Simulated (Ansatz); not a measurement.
# Static equation of state of random zinc-blende (Al, Ga, In)P solid solution (64 atoms)

The cell holds 64 atoms: 14 Ga, 32 P, 8 In and 10 Al. Its edges and angles: a = 11.261 Å, b = 11.245 Å, c = 11.237 Å, α = 90.0°, β = 90.0°, γ = 90.0°. It derives from AlP and InP and GaP. The starting structure: Zinc-blende lattice (a = 5.565 Å, the mean of the end members), 2 x 2 x 2 cells, metal sites filled at random with 10 Al, 14 Ga, 8 In; not relaxed, displaced by a Gaussian of 0.02 Å.

Calculated with Ansatz 0.2.0: Kohn-Sham DFT, PBE, PAW (set soft_1), plane waves; PAW set soft_1; cutoff 420 eV, Γ point, fixed occupations. Cell and atoms were relaxed first, to V0 = 22.234 Å³ an atom at a residual P0 = 0.012 GPa. The cell was then scaled evenly, and the atoms were relaxed at each volume.

```
volume (Å³/atom)  pressure (GPa)
          20.011           9.889
          20.900               ?
          21.567           2.452
          22.901          -2.062
          23.568          -3.798
```

Task: Fit the third-order Birch–Murnaghan equation to the rows given and interpolate to the withheld row.

Worked fit:

Take the Eulerian strain f = ½[(V0/V)^(2/3) − 1] and the normalised pressure F = (P − P0) / [3f(1 + 2f)^(5/2)]. The third-order Birch–Murnaghan equation is then the line F = B0 + (3/2)B0(B′ − 4) f, so u = f and v = F.

```
      u = f  v = F (GPa)
  0.0363832      75.9186
  0.0102567      75.3898
-0.00975666      74.4459
 -0.0190508      73.4663
```

With n = 4: mean u = 0.00445812, mean v = 74.8052, Σ(u − ū)² = 0.0018076, Σ(u − ū)(v − v̄) = 0.075518. Slope b = 0.075518 / 0.0018076 = 41.779; intercept a = v̄ − b ū = 74.619.

So B0 = a = 74.6 GPa and B′ = 4 + 2b/(3a) = 4.37. At the withheld volume f = 0.02106, F = a + b f = 75.50 GPa, and P = P0 + 3f(1 + 2f)^(5/2) F.

Prediction at 20.900: 5.299 GPa. The run gave 5.291 GPa, so the fit is high by 0.0077 GPa (0.15 % of the value).

B′ = 4.4 lies in the range of 3 to 6 that is common for dense crystals. Among the rows given, the largest miss of the fit is at 20.011, by 0.029 GPa (0.21 % of the range of the table).

Limits: Static cells at zero temperature; the cell shape is held. The program notes that the SCF threshold of these relaxations is loose for the stress. Only the Γ point is sampled, in a cell whose shortest periodic width is 11 Å.

[Long decimals in the printed logs are rounded to 6 places.]

[Logs are printed without paths, hosts, clocks, repeated set-up lines and the standing remarks that a program may print on its own settings, such as how far it seeks lower states.]

[Hosts, paths, dates, database ids (printed as entryN), source tags and the programs' standing remarks are cut or masked in the printed files.]
